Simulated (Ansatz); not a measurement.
**Ag3TeF (built on the sites of a database entry of Ag3SI): the cell at rest**

Aim: bring Ag3TeF (built on the sites of a database entry of Ag3SI) to small forces and stress, as phonons need.

Main program and level: Ansatz 0.2.0; DFT PBE, scalar-relativistic, plane waves, norm-conserving pseudopotentials.

The structure was built from a prototype and need not be the compound's stable phase.

## (1) Starting point

It takes space group Pm-3m (No. 221, cubic). Conventional cell: a = 4.783 Å, b = 4.783 Å, c = 4.783 Å, α = 90.00°, β = 90.00°, γ = 90.00°. Ag has 2 Te at 2.39 Å nearest. Nearest to Te lie 6 Ag at 2.39 Å. Nearest to F lie 12 Ag at 3.38 Å. Farther neighbours and most contacts between anions are not listed.

Coordinates:

```cif
data_structure
_symmetry_space_group_name_H-M 'P 1'
_symmetry_Int_Tables_number 1
_cell_length_a 4.7835
_cell_length_b 4.7835
_cell_length_c 4.7835
_cell_angle_alpha 90.000
_cell_angle_beta 90.000
_cell_angle_gamma 90.000
_cell_volume 109.45
loop_
_atom_site_label
_atom_site_type_symbol
_atom_site_fract_x
_atom_site_fract_y
_atom_site_fract_z
_atom_site_occupancy
Ag1 Ag 0.50000 0.50000 0.00000 1
Ag2 Ag 0.00000 0.50000 0.50000 1
Ag3 Ag 0.50000 0.00000 0.50000 1
Te4 Te 0.50000 0.50000 0.50000 1
F5 F 0.00000 0.00000 0.00000 1
```

## (2) Probe on a coarse mesh

A quick single point on a coarse mesh tells whether the cell has a gap and how far it is from rest, which sets the k mesh and smearing that follow.

input.yaml reads:

```yaml
crystal:
  lattice:
    - [4.78345, 0.0, 0.0]
    - [0.0, 4.78345, 0.0]
    - [0.0, 0.0, 4.78345]
  atoms:
    - { symbol: Ag, position: [0.5, 0.5, 0.0] }
    - { symbol: Ag, position: [0.0, 0.5, 0.5] }
    - { symbol: Ag, position: [0.5, 0.0, 0.5] }
    - { symbol: Te, position: [0.5, 0.5, 0.5] }
    - { symbol: F, position: [0.0, 0.0, 0.0] }
kpoints:
  mp_grid: { grid: [4, 4, 4] }
hamiltonian:
  xc: pbe
  pseudopotentials: { kind: nc }
scf:
  occupations: { method: gaussian, width: 0.1 }
output:
  forces: true
  stress: true
  eigenvalues: true
```

On the command line:

```bash
ansatz run input.yaml --threads 8 --pin off --max-ram 14336MiB --backend cpu --events-out ev --progress --plain --runs-dir out
```

Numbers of over 12 decimals in the logs are rounded to 6 here.

What it wrote:

```text
Engine: ansatz 0.2.0, x86_64-unknown-linux-gnu
Pseudopotentials: kind: nc
Pseudopotential: Ag, nc, valence charge 19, recommended cutoff 960 eV (normal), Ag.nc.azcp
Pseudopotential: Te, nc, valence charge 16, recommended cutoff 1120 eV (normal), Te.nc.azcp
Pseudopotential: F, nc, valence charge 7, recommended cutoff 1320 eV (normal), F.nc.azcp
Functional definition: PBE
  parameter kappa = 0.804
[...]
k-point 0: bands = [... 36 lower, 6.4035, 8.7666, 8.7666, 8.7666, 12.2907, 12.2909, 12.2909, 17.3177, ... 2 higher]
  k-point 1: bands = [... 36 lower, 7.1522, 8.7415, 8.7926, 8.7926, 12.2921, 12.4103, 14.1473, 16.4021, ... 2 higher]
  k-point 2: bands = [... 36 lower, 7.7740, 8.7214, 8.7872, 8.7872, 12.2989, 12.5629, 15.5934, 15.5934, ... 2 higher]
  k-point 9: bands = [... 36 lower, 8.3150, 8.8276, 8.8276, 8.8276, 12.2654, 12.2654, 12.2654, 18.6148, ... 2 higher]
[key lines of the parts left out:]
SCF converged after 10 iterations
Free energy (F): -16287.842164 eV
Fermi energy:    10.340632 eV
P = ⅓ Tr σ = 20.8400 GPa (208.400 kbar)
```

Run time: 1.4 s. Hardware: 8 threads of Intel Xeon 6975P-C (Granite Rapids), shared host; peak memory 1.4 GiB.

A gap read on the k-mesh alone can miss the band edges.

This step gave:

```
pressure           : 20.84 GPa
gap on the k-mesh  : 2.143 eV
volume per atom    : 21.89 Å³
direct gap on mesh : 2.143 eV
```

The coarse mesh shows a gap of 2.14 eV and a pressure of 20.8 GPa.

## (3) Rough relaxation

The start is far from rest, so a relaxation with loose tolerances brings it close first.

Edit input.yaml of step 2 so:

```diff
@@ -22 +22,6 @@
   eigenvalues: true
+relax:
+  adjacent_minimum: "off"
+  f_tol: 0.05
+  max_steps: 80
+  cell: { stress_tol: 0.5 }
```

What it wrote:

```text
[...]
Crystal: 5 atoms, lattice volume = 109.452 Å³
Basis set: ecut = 1320 eV, 11837 PW (Γ), exchange–correlation on 120×120×120 points (8 copies of the dense FFT grid, shifted against one another)
Bands: 48, of which v1, the nominal top of the filled ones, is band 40 counted from 1 (39 counted from 0)
Symmetry: 48 space group operations
[...]
k-points: 10 of 64
[...]
cell:  # Å, volume = 146.1551 Å³
    - [5.267501, 0, 0]
    - [0, 5.267501, 0]
    - [0, 0, 5.267501]
  atoms:
    - { symbol: Ag, position: [0.500000, 0.500000, 0] }
    - { symbol: Ag, position: [0, 0.500000, 0.500000] }
    - { symbol: Ag, position: [0.500000, 0, 0.500000] }
    - { symbol: Te, position: [0.500000, 0.500000, 0.500000] }
    - { symbol: F, position: [0, 0, 0] }
[key lines of the parts left out:]
SCF converged after 4 iterations
Free energy (F): -16289.634756 eV
Fermi energy:    6.289202 eV
P = ⅓ Tr σ = 0.1501 GPa (1.501 kbar)
```

Elapsed: 13 s, on 8 threads; peak memory 1.8 GiB; 88 s of CPU time.

Step by step:

```csv
step,energy less that of the first step (eV),largest force component (eV/Å),pressure (GPa),volume (Å³)
1,0.0000,0.0000,20.84,109.45
2,-1.3878,0.0000,7.29,126.25
3,-1.7136,0.0000,2.29,137.60
4,-1.7623,0.0000,0.43,143.50
5*,-1.7849,0.0000,0.79,143.50
6,-1.7925,0.0000,0.15,146.16
7*,-1.7926,0.0000,0.15,146.16
```

Relaxation steps marked * repeat the geometry before them on a plane-wave basis chosen anew for their cell, so energy and pressure can jump there.

The run keeps the 48 symmetry operations that it works with, so distortions that break them were not tested.

```csv
"conventional cell, symmetrised",before,after,change
a (Å),4.783,5.268,+10.1 %
b (Å),4.783,5.268,+10.1 %
c (Å),4.783,5.268,+10.1 %
volume (Å³/atom),21.89,29.23,+33.5 %
```

Final coordinates:

```xyz
5
Lattice="5.2675 0.0000 0.0000 0.0000 5.2675 0.0000 0.0000 0.0000 5.2675" Properties=species:S:1:pos:R:3 pbc="T T T"
Ag    2.6338    2.6338    0.0000
Ag    0.0000    2.6338    2.6338
Ag    2.6338    0.0000    2.6338
Te    2.6338    2.6338    2.6338
F     0.0000    0.0000    0.0000
```

Numbers from this step:

| Property | Result |
| --- | --- |
| pressure | 0.1501 GPa |
| gap on the k-mesh | 1.238 eV |
| volume per atom | 29.23 Å³ |
| direct gap on mesh | 1.391 eV |

In this step the volume went from 21.89 to 29.23 Å³/atom.

## (4) Relaxation

Harmonic phonons are second derivatives at a point where the forces vanish, and they are wanted at zero stress, so atoms and cell are relaxed first.

input.yaml, the sections that differ from step 3:

```yaml
crystal:
  lattice:
    - [5.2675013956, 0.0, 0.0]
    - [0.0, 5.2675013956, 0.0]
    - [0.0, 0.0, 5.2675013956]
  atoms:
    - { symbol: Ag, position: [0.5, 0.5, 0.0] }
    - { symbol: Ag, position: [0.0, 0.5, 0.5] }
    - { symbol: Ag, position: [0.5, 0.0, 0.5] }
    - { symbol: Te, position: [0.5, 0.5, 0.5] }
    - { symbol: F, position: [0.0, 0.0, 0.0] }
scf:
  occupations: { method: gaussian, width: 0.02 }
relax:
  adjacent_minimum: "off"
  f_tol: 0.005
  max_steps: 80
  cell: { stress_tol: 0.05 }
# kpoints, hamiltonian, output: as in step 3
```

What it wrote:

```text
[...]
Crystal: 5 atoms, lattice volume = 146.155 Å³
Basis set: ecut = 1320 eV, 15895 PW (Γ), exchange–correlation on 128×128×128 points (8 copies of the dense FFT grid, shifted against one another)
Bands: 48, of which v1, the nominal top of the filled ones, is band 40 counted from 1 (39 counted from 0)
[... 1 set-up line as in the run before ...]
[...]
k-points: 10 of 64
[...]
SCF iter   1: F=—  HF=-16292.988788 eV  |F-HF|=—  |Δ(HF+E_count)|=         —  Δρ=6.76e-2  dr2=9.17e0  ethr=3.10e-3  ⟨swp⟩=12.3  Hψ=2744  notcnv=0
[...]
SCF iter  12: F=-16289.634756 eV  HF=-16289.634756 eV  |F-HF|=9.99e-9  |Δ(HF+E_count)|=   6.85e-8  Δρ=2.84e-6  dr2=1.16e-8  ethr=1.25e-10  ⟨swp⟩=18.8  Hψ=3174  notcnv=0
SCF 1 converged in 12 iterations: F = -16289.634756 eV  dr2 = 1.16e-8
relax step   1: F+E_penalty+E_count = -16289.63475587 eV  Δ(F+E_penalty+E_count) = +0.000e0 eV  max|allowed force component| = 5.910e-28 eV/Å  Δτ_max = 0.0000 Å  P = +0.150 GPa  Ω = 146.155 Å³  (12 SCF iters, dr2 threshold 1.00e-7 eV, accepted)
Crystal: 5 atoms, lattice volume = 146.826 Å³
Basis set: ecut = 1320 eV, 15967 PW (Γ), exchange–correlation on 128×128×128 points (8 copies of the dense FFT grid, shifted against one another)
[...]
SCF iter   6: F=-16289.635044 eV  HF=-16289.635044 eV  |F-HF|=1.29e-8  |Δ(HF+E_count)|=   5.22e-8  Δρ=3.61e-6  dr2=9.30e-9  ethr=7.05e-11  ⟨swp⟩=7.5  Hψ=2678  notcnv=0
SCF 2 converged in 6 iterations: F = -16289.635044 eV  dr2 = 9.30e-9
relax step   2: F+E_penalty+E_count = -16289.63504351 eV  Δ(F+E_penalty+E_count) = -2.876e-4 eV  max|allowed force component| = 2.713e-28 eV/Å  Δτ_max = 0.0000 Å  P = -0.001 GPa  Ω = 146.826 Å³  energy of the carried Pulay correction = -2.301e-5 eV  (6 SCF iters, dr2 threshold 5.64e-8 eV, accepted)
[...]
SCF iter   1: F=—  HF=-16289.635048 eV  |F-HF|=—  |Δ(HF+E_count)|=         —  Δρ=5.12e-6  dr2=1.05e-8  ethr=2.24e-7  ⟨swp⟩=4.9  Hψ=4752  notcnv=0
eigensolver tolerance schedule: the retry pair's looser diagonalisation over-reported the residual by 16989.19 of it (diagonalisation noise at an unbounded share of the residual, at the tolerance the schedule requests for it); recorded, not acted on — ethr = c·dr2/N_el stays at c = 1.0e-1
[...]
SCF iter   2: F=—  HF=-16289.635065 eV  |F-HF|=—  |Δ(HF+E_count)|=   1.72e-5  Δρ=3.04e-6  dr2=5.11e-9  ethr=1.32e-11  ⟨swp⟩=5.1  Hψ=1596  notcnv=0
[...]
SCF iter   6: F=-16289.635065 eV  HF=-16289.635065 eV  |F-HF|=1.09e-11  |Δ(HF+E_count)|=  1.13e-10  Δρ=1.45e-7  dr2=2.73e-11  ethr=1.00e-12  ⟨swp⟩=8.4  Hψ=2322  notcnv=0
SCF 3 converged in 6 iterations: F = -16289.635065 eV  dr2 = 2.73e-11
relax step   3: F+E_penalty+E_count = -16289.63506547 eV  Δ(F+E_penalty+E_count) = -2.195e-5 eV  max|allowed force component| = 2.369e-28 eV/Å  Δτ_max = 0.0000 Å  P = -0.001 GPa  Ω = 146.826 Å³  stress off target by 1.12e-3 GPa  SCF on the basis re-selected at this cell (its energy is not comparable with the rows above)  (6 SCF iters)
[...]
SCF converged after 6 iterations
Free energy (F): -16289.635065 eV
[...]
Internal energy: -16289.635065 eV  (E = F + TS)
E sigma→0 (E₀):  -16289.635065 eV
Fermi energy:    6.223516 eV
[...]
--- Stress (GPa, compression-positive) ---
       -0.001116       0.000000      -0.000000
        0.000000      -0.001116       0.000000
       -0.000000       0.000000      -0.001116
  P = ⅓ Tr σ = -0.0011 GPa (-0.011 kbar)
--- Band table (eV; the first three rows and the last of 10) ---
  k-point 0: bands = [... 36 lower, 2.8381, 5.4659, 5.4659, 5.4659, 6.8312, 7.6191, 7.6191, 12.4487, ... 4 higher]
  k-point 1: bands = [... 36 lower, 3.4435, 5.3493, 5.4728, 5.4728, 7.2331, 7.6973, 8.9218, 11.7436, ... 4 higher]
  k-point 2: bands = [... 36 lower, 3.8355, 5.2536, 5.4727, 5.4727, 7.3355, 7.7877, 10.8004, 11.0994, ... 4 higher]
  k-point 9: bands = [... 36 lower, 4.6021, 5.2500, 5.2500, 5.2500, 8.5794, 8.5794, 8.5794, 12.4720, ... 4 higher]
--- Relaxed structure (2 steps of the walk, 2 accepted, 1 SCFs on fresh bases) ---
[...]
cell:  # Å, volume = 146.8258 Å³
    - [5.275547, 0, 0]
    - [0, 5.275547, 0.0]
    - [0, 0.0, 5.275547]
  atoms:
    - { symbol: Ag, position: [0.5, 0.5, 0] }
    - { symbol: Ag, position: [0, 0.5, 0.5] }
    - { symbol: Ag, position: [0.5, 0, 0.5] }
    - { symbol: Te, position: [0.5, 0.5, 0.5] }
    - { symbol: F, position: [0, 0, 0] }
```

The job ended after 7 s (8 threads; peak memory 1.8 GiB).

Relaxation path:

```csv
step,energy less that of the first step (eV),largest force component (eV/Å),pressure (GPa),volume (Å³)
1,0.0000,0.0000,0.15,146.16
2,-0.0003,0.0000,0.00,146.83
3*,-0.0003,0.0000,0.00,146.83
```

Relaxation steps marked * repeat the geometry before them on a plane-wave basis chosen anew for their cell, so energy and pressure can jump there.

The run keeps the 48 symmetry operations that it works with, so distortions that break them were not tested.

```csv
"conventional cell, symmetrised",before,after,change
a (Å),5.268,5.276,+0.2 %
b (Å),5.268,5.276,+0.2 %
c (Å),5.268,5.276,+0.2 %
volume (Å³/atom),29.23,29.37,+0.5 %
```

The relaxed structure:

```xyz
5
Lattice="5.2755 0.0000 0.0000 0.0000 5.2755 0.0000 0.0000 0.0000 5.2755" Properties=species:S:1:pos:R:3 pbc="T T T"
Ag    2.6378    2.6378    0.0000
Ag    0.0000    2.6378    2.6378
Ag    2.6378    0.0000    2.6378
Te    2.6378    2.6378    2.6378
F     0.0000    0.0000    0.0000
```

This step gave:

* pressure: -0.001116 GPa
* gap on the k-mesh: 1.216 eV
* volume per atom: 29.37 Å³
* direct gap on mesh: 1.365 eV

In this step the volume went from 29.23 to 29.37 Å³/atom.

## (5) Tight relaxation, k-mesh 4×4×4

Phonons need a cell at rest on their own settings, so the relaxation is repeated with tight tolerances on forces and stress, using the mesh and the filling of the phonon run that follows.

input.yaml, the sections that differ from step 4:

```yaml
crystal:
  lattice:
    - [5.2755466062, 0.0, 0.0]
    - [0.0, 5.2755466062, 0.0]
    - [0.0, 0.0, 5.2755466062]
  atoms:
    - { symbol: Ag, position: [0.5, 0.5, 0.0] }
    - { symbol: Ag, position: [0.0, 0.5, 0.5] }
    - { symbol: Ag, position: [0.5, 0.0, 0.5] }
    - { symbol: Te, position: [0.5, 0.5, 0.5] }
    - { symbol: F, position: [0.0, 0.0, 0.0] }
scf:
  occupations: { method: fixed }
relax:
  adjacent_minimum: "off"
  f_tol: 0.001
  max_steps: 60
  cell: { stress_tol: 0.01 }
# kpoints, hamiltonian, output: as in step 4
```

What it wrote:

```text
[...]
Crystal: 5 atoms, lattice volume = 146.826 Å³
Basis set: ecut = 1320 eV, 15967 PW (Γ), exchange–correlation on 128×128×128 points (8 copies of the dense FFT grid, shifted against one another)
Bands: 48, of which v1, the nominal top of the filled ones, is band 40 counted from 1 (39 counted from 0)
[... 1 set-up line as in the run before ...]
[...]
k-points: 10 of 64
[...]
cell:  # Å, volume = 146.8258 Å³
    - [5.2755466062, 0.0, 0.0]
    - [0.0, 5.2755466062, 0.0]
    - [0.0, 0.0, 5.2755466062]
  atoms:
    - { symbol: Ag, position: [0.500000, 0.500000, 0.0] }
    - { symbol: Ag, position: [0.0, 0.500000, 0.500000] }
    - { symbol: Ag, position: [0.500000, 0.0, 0.500000] }
    - { symbol: Te, position: [0.500000, 0.500000, 0.500000] }
    - { symbol: F, position: [0.0, 0.0, 0.0] }
[key lines of the parts left out:]
SCF converged after 6 iterations
Free energy (F): -16289.635065 eV
Fermi energy:    5.615273 eV
P = ⅓ Tr σ = -0.0011 GPa (-0.011 kbar)
```

Wall time 3.9 s (8 threads); peak memory 1.7 GiB.

Little changed from the start: no atom moved by 0.005 Å and no cell edge by 0.1 %.

Numbers from this step:

| Item | Value |
| --- | --- |
| pressure | -0.001114 GPa |

The forces vanish by symmetry and the pressure is -0.001 GPa, within the tolerances set. The cell now holds 29.37 Å³/atom.

## (6) Tight relaxation, k-mesh 6×6×6

The k mesh is raised to 6×6×6 since a zone-centre run on the first mesh warned that it was too coarse for the force constants, and the cell is relaxed again on it.

Edit input.yaml of step 5 so:

```diff
@@ -12,3 +12,3 @@
 kpoints:
-  mp_grid: { grid: [4, 4, 4] }
+  mp_grid: { grid: [6, 6, 6] }
 hamiltonian:
```

What it wrote:

```text
[...]
Crystal: 5 atoms, lattice volume = 146.826 Å³
Basis set: ecut = 1320 eV, 15967 PW (Γ), exchange–correlation on 128×128×128 points (8 copies of the dense FFT grid, shifted against one another)
Bands: 48, of which v1, the nominal top of the filled ones, is band 40 counted from 1 (39 counted from 0)
[... 1 set-up line as in the run before ...]
[...]
k-points: 20 of 216
[...]
--- Relaxed structure (2 steps of the walk, 2 accepted, 1 SCFs on fresh bases) ---
[...]
cell:  # Å, volume = 146.7751 Å³
    - [5.274939, 0, 0.0]
    - [0, 5.274939, 0]
    - [0.0, 0, 5.274939]
  atoms:
    - { symbol: Ag, position: [0.500000, 0.500000, 0] }
    - { symbol: Ag, position: [0, 0.500000, 0.500000] }
    - { symbol: Ag, position: [0.500000, 0, 0.500000] }
    - { symbol: Te, position: [0.500000, 0.500000, 0.500000] }
    - { symbol: F, position: [0, 0, 0] }
[key lines of the parts left out:]
SCF converged after 7 iterations
Free energy (F): -16289.633387 eV
Fermi energy:    5.629032 eV
P = ⅓ Tr σ = 0.0001 GPa (0.001 kbar)
```

Wall time 16 s (8 threads); peak memory 1.9 GiB; 98 s of CPU time.

Little changed from the start: no atom moved by 0.005 Å and no cell edge by 0.1 %.

This step gave:

| Item | Value |
| --- | --- |
| pressure | 6.98e-5 GPa |
| gap on the k-mesh | 1.205 eV |
| volume per atom | 29.36 Å³ |
| direct gap on mesh | 1.354 eV |

The forces vanish by symmetry and the pressure is 0.000 GPa, within the tolerances set. The cell now holds 29.36 Å³/atom.

## (7) Summary of results

```json
{
 "space group after relaxation (within 0.01 Å)": "Pm-3m",
 "lattice constant a": "5.275 Å",
 "lattice constant b": "5.275 Å",
 "lattice constant c": "5.275 Å",
 "volume per atom": "29.4 Å³",
 "gap on the k-mesh": "1.21 eV"
}
```

The forces vanish by symmetry and the pressure is 0.000 GPa, within the tolerances set. The cell now holds 29.36 Å³/atom. The relaxation keeps the symmetry of its start, so it says nothing on stability against lower symmetry. Spin-orbit coupling is left out, which can matter for the heavy elements here. The starting cell was built on a prototype and not taken from a measurement, so the phase need not exist.

[Logs are printed without paths, hosts, clocks, repeated set-up lines and the standing remarks that a program may print on its own settings, such as how far it seeks lower states.]

[Hosts, paths, dates, database ids (printed as entryN), source tags and the programs' standing remarks are cut or masked in the printed files.]
